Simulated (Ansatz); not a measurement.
# Cs on Ta(110): change of the work function, part 2 of 2

How does one ordered layer of Cs (longbridge site) change the work function of Ta(110), and what dipole does each adsorbate carry?

Ansatz 0.2.0; plane-wave DFT, PBE, Ansatz PAW.

So far, work function, upper face (eV): step 2 (the clean slab) 4.76; step 3 (adsorbate added) 1.49; step 5 (the covered slab, atoms frozen) 1.49; step 6 (the substrate alone) 4.78; step 7 (the adsorbate layer alone) 2.17.

### Step 8. Density difference

This step: plane-wave DFT, PBE, Ansatz PAW; density difference on adsorption (Ansatz 0.2.0).

The densities of the parts are taken from that of the whole and averaged over planes; the first moment of what is left gives the step in the potential.

This step gave:

```
largest charge moved                 : 0.008551 e/Å²
potential step from the moved charge : -3.253 eV
```

Planar mean, whole system less its parts. Electron density difference against z:

z (Å), electron density difference (e/Å³) and a bar from the least value:
```
        4    0.00000 ###########
        5    0.00000 ###########
        6   -0.00002 ###########
        7   -0.00011 ###########
        8    0.00007 ###########
        9    0.00003 ###########
       10   -0.00001 ###########
       11   -0.00009 ###########
       12    0.00006 ###########
       13    0.00002 ###########
       14    0.00025 ############
       15   -0.00115 ########
       16    0.00039 ############
       17    0.00597 ##############################
       18    0.00563 #############################
       19   -0.00360 
       20   -0.00285 ##
       21   -0.00133 #######
       22   -0.00096 ########
       23   -0.00021 ###########
       24   -0.00001 ###########
       25    0.00002 ###########
       26    0.00001 ###########
       27    0.00000 ###########
       28    0.00000 ###########
```

Planar mean, whole system less its parts. Table of electrons moved below z by z:

z (Å), electrons moved below z (e/Å²) and a bar from the least value:
```
        4    0.00000 ##
        5    0.00000 ##
        6   -0.00001 ##
        7   -0.00008 ##
        8   -0.00015 ##
        9    0.00005 ###
       10   -0.00006 ##
       11    0.00002 ###
       12   -0.00005 ##
       13    0.00009 ###
       14    0.00022 ###
       15   -0.00040 #
       16   -0.00071 
       17   -0.00046 #
       18    0.00788 ##############################
       19    0.00642 #########################
       20    0.00307 #############
       21    0.00180 #########
       22    0.00051 ####
       23    0.00004 ###
       24   -0.00003 ##
       25   -0.00002 ##
       26   -0.00001 ##
       27    0.00000 ##
       28    0.00000 ##
```

### Step 9. A changed input

This step: plane-wave DFT, PBE, Ansatz PAW (Ansatz 0.2.0).

System of this step: Cs/Ta(110). The cell holds 17 atoms: 16 Ta and 1 Cs. Cell: a = 5.733 Å, b = 5.733 Å, c = 28.955 Å, α = 90.0°, β = 90.0°, γ = 70.5°. Vacuum lies along c.

An input spoilt on purpose, to show how the run answers: it repeats the earlier run at 0.25 ML with efield.amplitude to 0 and efield.dipole_correction from true to false, and scf.max_iter set to 50; its output block differs too.

Input file input.yaml:

```yaml
crystal:
  lattice:
    - [4.6810468914, -3.31, 0.0]
    - [4.6810468914, 3.31, 0.0]
    - [0.0, 0.0, 28.9545483541]
  atoms:
    - { symbol: Ta, position: [0.0, 0.0, 0.310831994] }
    - { symbol: Ta, position: [0.25, 0.25, 0.3916663907] }
    - { symbol: Ta, position: [0.0, 0.0, 0.4726674536] }
    - { symbol: Ta, position: [0.25, 0.25, 0.5503426716] }
    - { symbol: Ta, position: [0.0, 0.5, 0.310831994] }
    - { symbol: Ta, position: [0.25, 0.75, 0.3916663907] }
    - { symbol: Ta, position: [0.0, 0.5, 0.4726674536] }
    - { symbol: Ta, position: [0.25, 0.75, 0.5503426716] }
    - { symbol: Ta, position: [0.5, 0.0, 0.310831994] }
    - { symbol: Ta, position: [0.75, 0.25, 0.3916663907] }
    - { symbol: Ta, position: [0.5, 0.0, 0.4726674536] }
    - { symbol: Ta, position: [0.75, 0.25, 0.5503426716] }
    - { symbol: Ta, position: [0.5, 0.5, 0.310831994] }
    - { symbol: Ta, position: [0.75, 0.75, 0.3916663907] }
    - { symbol: Ta, position: [0.5, 0.5, 0.4726674536] }
    - { symbol: Ta, position: [0.75, 0.75, 0.5503426716] }
    - { symbol: Cs, position: [0.0, 0.0, 0.689168006] }
kpoints:
  mp_grid: { grid: [6, 6, 1] }
hamiltonian:
  xc: pbe
scf:
  occupations: { method: fermi_dirac, width: 0.1 }
  convergence: { dr2_threshold: 1.0e-08 }
  max_iter: 50
efield:
  axis: 3
  dipole_correction: false
  ramp_position: 0.97
  ramp_width: 0.06
  amplitude: 0
relax:
  f_tol: 0.02
  max_steps: 60
  constraints: [{ sites: [0, 1, 4, 5, 8, 9, 12, 13] }]
output:
  bader: true
  dos: { projected: true, e_range: [-8, 4] }
  write_potential: true
  write_density: true
  volumetric_format: npy
```

The run is started by

```console
$ ansatz run input.yaml --threads 4 --pin off --max-ram 6144MiB --backend cpu --events-out ev --progress --plain --runs-dir out
```

Elapsed: 0.03 s, on 4 threads of Arm Neoverse N1, shared host; peak memory 0.031 GiB.

The input was rejected at the start.

The program's message: “Error: invalid value for `efield.amplitude`: is zero with dipole_correction: false — the section would apply nothing; set a non-zero amplitude, enable dipole_correction, or remove the block”

The fault put into the input: a field block that applies nothing.

### Step 10. The same run with other settings: efield.ramp_width = 0.04

System of this step: Ta(110). The cell holds 4 atoms: 4 Ta. Its edges and angles: a = 2.867 Å, b = 2.867 Å, c = 25.022 Å, α = 90.0°, β = 90.0°, γ = 70.5°. Vacuum lies along c.

Another changed input: it repeats the earlier run at 0 ML with efield.ramp_width from 0.06 to 0.04.

Input file input.yaml:

```yaml
crystal:
  lattice:
    - [2.3405234457, -1.655, 0.0]
    - [2.3405234457, 1.655, 0.0]
    - [0.0, 0.0, 25.0215703372]
  atoms:
    - { symbol: Ta, position: [0.0, 0.0, 0.3596896549] }
    - { symbol: Ta, position: [0.5, 0.5, 0.453229885] }
    - { symbol: Ta, position: [0.0, 0.0, 0.546770115] }
    - { symbol: Ta, position: [0.5, 0.5, 0.6403103451] }
kpoints:
  mp_grid: { grid: [11, 11, 1] }
hamiltonian:
  xc: pbe
scf:
  occupations: { method: fermi_dirac, width: 0.1 }
  convergence: { dr2_threshold: 1.0e-08 }
efield:
  axis: 3
  dipole_correction: true
  ramp_position: 0.97
  ramp_width: 0.04
relax:
  f_tol: 0.02
  max_steps: 60
  constraints: [{ sites: [0, 1] }]
output:
  write_potential: true
  write_density: true
  volumetric_format: npy
```

Run time: 27 s. Hardware: 4 threads; peak memory 0.54 GiB.

Relaxation path:

| step | energy less that of the first step (eV) | largest force component (eV/Å) |
| --- | --- | --- |
| 1 | 0.0000 | 0.4103 |
| 2 | 0.0235 | 0.8002 |
| 3 | -0.0193 | 0.0148 |

Relaxation step 2 was tried and not accepted.

The run keeps the 4 symmetry operations that the program found, so distortions that break them were not tested.

The atoms that moved most (Å):

| atom | dx | dy | dz | length |
| --- | --- | --- | --- | --- |
| Ta4 | 0.000 | 0.000 | -0.087 | 0.087 |

The relaxed structure:

```
Ta
1.0
     2.34052   -1.65500    0.00000
     2.34052    1.65500    0.00000
     0.00000    0.00000   25.02157
Ta
4
Direct
  0.00000 0.00000 0.35969
  0.50000 0.50000 0.45323
  0.00000 0.00000 0.54696
  0.50000 0.50000 0.63685
```

This step gave:

```yaml
energy_at_zero_smearing: -39726.7063 eV
work_function_upper_face: 4.763 eV
work_function_lower_face: 4.819 eV
dipole_along_the_normal: 0.002365 e·Å
step_between_the_vacuum_levels: -0.05524 eV
```

| quantity | this run | earlier run | difference |
| --- | --- | --- | --- |
| work function, upper face (eV) | 4.763 | 4.763 | -9.8e-6 |
| work function, lower face (eV) | 4.819 | 4.819 | -5.1e-6 |
| dipole along the normal (e·Å) | 0.002365 | 0.002365 | 8.9e-8 |

Nothing in the table moves by 0.01 in its unit (for the dipole 0.5 % and 5e-5 e·Å).

### Step 11. Outcome

```yaml
work_function_of_the_clean_face: 4.76 eV
work_function_at_0p25_ml: 1.49 eV
dipole_per_adsorbate_at_0p25_ml_positive_end_outwards: 2.67 D
step_of_the_potential_from_the_moved_charge_at_0p25_ml_upper_less_lower_side_atoms_held: -3.25 eV
```

In words: Cs lowers the work function of Ta(110) at the lowest coverage, by 3.28 eV: the adsorbate layer has its positive end outwards. One coverage alone was completed, so no trend follows. The slab has 4 layers, at the tabulated experimental lattice constant, one starting site was run, and quantum-size effects of a slab this thin can reach one or two tenths of an eV.

[Long decimals in the printed logs are rounded to 6 places.]

[Logs are printed without paths, hosts, clocks, repeated set-up lines and the standing remarks that a program may print on its own settings, such as how far it seeks lower states.]

[Hosts, paths, dates, database ids (printed as entryN), source tags and the programs' standing remarks are cut or masked in the printed files.]

[Maps of the electrostatic potential energy from Ansatz leave out the sawtooth potential of an applied field or a dipole correction, so their vacuum need not be flat; planar profiles and work functions include it.]
